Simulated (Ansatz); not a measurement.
# Dielectric function and optical constants of KMgF3, part 2 of 2

What colour and refractive index does KMgF3 have at this level of theory?

Ansatz 0.2.0; DFT, r2SCAN, plane-wave PAW, default files, scalar-relativistic, independent-particle optical response without local fields.

So far. Step 2 (Ground state and bands): There is a gap, 8.27 eV on the path, so no carriers' term is needed. The cell is left with a pressure of -0.3 GPa, as it stands unrelaxed at this level.

### 3. Spectrum (continued)

Values under 1 per cm are given as 1. Table of absorption coefficient, any direction by photon energy:

```
photon energy (eV)  absorption coefficient, any direction (1/cm)
             0.000                                             1
             0.500                                             1
             1.000                                             1
             1.500                                             1
             2.000                                             1
             2.500                                             1
             3.000                                             1
             3.500                                             1
             4.000                                             1
             4.500                                             1
             5.000                                             1
             5.500                                             1
             6.000                                             1
             6.500                                             1
             7.000                                             1
             7.500                                             1
             8.000                                             1
             8.500                                          2560
             9.000                                         82435
             9.500                                         1.2e5
            10.000                                         1.6e5
            10.500                                         1.9e5
            11.000                                         2.2e5
            11.500                                         3.8e5
            12.000                                         6.8e5
            12.500                                         1.1e6
            13.000                                         6.2e5
            13.500                                         5.0e5
            14.000                                         8.2e5
```

The reflectivity at normal incidence, any direction by photon energy; read off at these points:

photon energy (eV), reflectivity at normal incidence, any direction (%) and a bar from the least value:
```
    0.000        3.2 
    0.250        3.2 
    0.500        3.2 
    0.750        3.2 
    1.000        3.2 
    1.250        3.2 
    1.500        3.2 
    1.750        3.3 
    2.000        3.3 
    2.250        3.3 
    2.500        3.3 
    2.750        3.3 
    3.000        3.4 
    3.250        3.4 
    3.500        3.4 #
    3.750        3.5 #
    4.000        3.5 #
    4.250        3.5 #
    4.500        3.6 #
    4.750        3.6 #
    5.000        3.7 #
    5.250        3.7 #
    5.500        3.8 ##
    5.750        3.9 ##
    6.000        4.0 ##
    6.250        4.1 ##
    6.500        4.2 ###
    6.750        4.3 ###
    7.000        4.4 ###
    7.250        4.5 ####
    7.500        4.7 ####
    7.750        4.9 #####
    8.000        5.1 #####
    8.250        5.5 ######
    8.500        6.0 ########
    8.750        6.5 #########
    9.000        6.5 #########
    9.250        6.6 #########
    9.500        6.6 #########
    9.750        6.7 #########
   10.000        6.8 ##########
   10.250        7.0 ##########
   10.500        7.2 ###########
   10.750        7.5 ############
   11.000        8.0 #############
   11.250        9.0 ###############
   11.500       11.4 ######################
   11.650       12.5 #########################
   11.750       12.3 ########################
   12.000       11.6 #######################
   12.250       13.6 ############################
   12.400       14.4 ##############################
   12.500       14.2 #############################
   12.750       11.4 ######################
   13.000        5.3 ######
   13.250        4.0 ##
   13.500        4.9 ####
   13.750        5.9 #######
   14.000        7.8 ############
```

Refractive index n and extinction k against photon energy:

```
photon energy (eV)     n        k
               0.0  1.44        0
               0.5  1.44        0
               1.0  1.44        0
               1.5  1.44        0
               2.0  1.44        0
               2.5  1.44        0
               3.0  1.45        0
               3.5  1.45        0
               4.0  1.46        0
               4.5  1.47        0
               5.0  1.48        0
               5.5  1.49        0
               6.0  1.50        0
               6.5  1.51        0
               7.0  1.53        0
               7.5  1.55        0
               8.0  1.59        0
               8.5  1.65  0.00297
               9.0  1.68   0.0904
               9.5  1.68    0.128
              10.0  1.68    0.153
              10.5  1.71    0.175
              11.0  1.76    0.196
              11.5  1.95    0.326
              12.0  1.79    0.559
              12.5  1.53    0.855
              13.0  1.22    0.473
              13.5  1.39    0.366
              14.0  1.35    0.579
```

From ε follow the optical constants at some laser and lamp lines:

```
wavelength (nm)     n      k  R (%)        1/α
           1550  1.44  0.000    3.2  over 1 mm
           1064  1.44  0.000    3.2  over 1 mm
            800  1.44  0.000    3.2  over 1 mm
            633  1.44  0.000    3.3  over 1 mm
            532  1.44  0.000    3.3  over 1 mm
            248  1.48  0.000    3.7  over 1 mm
            193  1.51  0.000    4.1  over 1 mm
```

A film 1 µm thick would pass 94 % of daylight and look colourless in transmission (x = 0.313, y = 0.329).

The f-sum over the summed bands holds 15.3 of the cell's 40 electrons outside the frozen cores, 22 of which lie in bands more than 12 eV below the Fermi level, whose transitions come at higher energies. Up to 14 eV the strength has a mean oscillator energy of 11.9 eV, and these transitions give 29 % of ε∞ − 1 along x; the rest comes from higher ones.

### 4. Summary of results

| Property | Result |
| --- | --- |
| gap on the path | 8.27 eV |
| least direct gap on the path | 8.58 eV |
| electronic dielectric constant ε∞, mean over x, y and z (by symmetry where fewer were run) (independent particles) | 2.06 |
| absorption onset, first axis (α over 10⁴ cm⁻¹, or the direct gap if that lies higher) | 8.58 eV |
| main peak of Im epsilon, first axis | 12.4 eV |

In words: At this level (r2SCAN, independent particles) KMgF3 has ε∞ = 2.06 and n = 1.44 at 1550 nm; absorption sets in near 8.6 eV, and Im ε peaks at 12.4 eV. The gap is indirect (8.27 eV), so absorption without phonons can begin only at the direct gap of 8.58 eV. Absorption passes 10⁴ cm⁻¹ from the direct gap on, 8.58 eV, in the ultraviolet, so the visible is passed. The f-sum over the summed bands holds 15.3 of the cell's 40 electrons outside the frozen cores, 22 of which lie in bands more than 12 eV below the Fermi level, whose transitions come at higher energies. Up to 14 eV the strength has a mean oscillator energy of 11.9 eV, and these transitions give 29 % of ε∞ − 1 along x; the rest comes from higher ones. A film 1 µm thick would pass 94 % of daylight and look colourless in transmission (x = 0.313, y = 0.329). Excitons and phonon-assisted transitions are missing, and so are local fields; r2SCAN gaps are as a rule too small, which pulls the onset down and ε∞ up. In the base run ε includes the program's bounded estimate of what the bands above those summed add.

[Logs are printed without paths, hosts, clocks, repeated set-up lines and the standing remarks that a program may print on its own settings, such as how far it seeks lower states.]

[Hosts, paths, dates, database ids (printed as entryN), source tags and the programs' standing remarks are cut or masked in the printed files.]
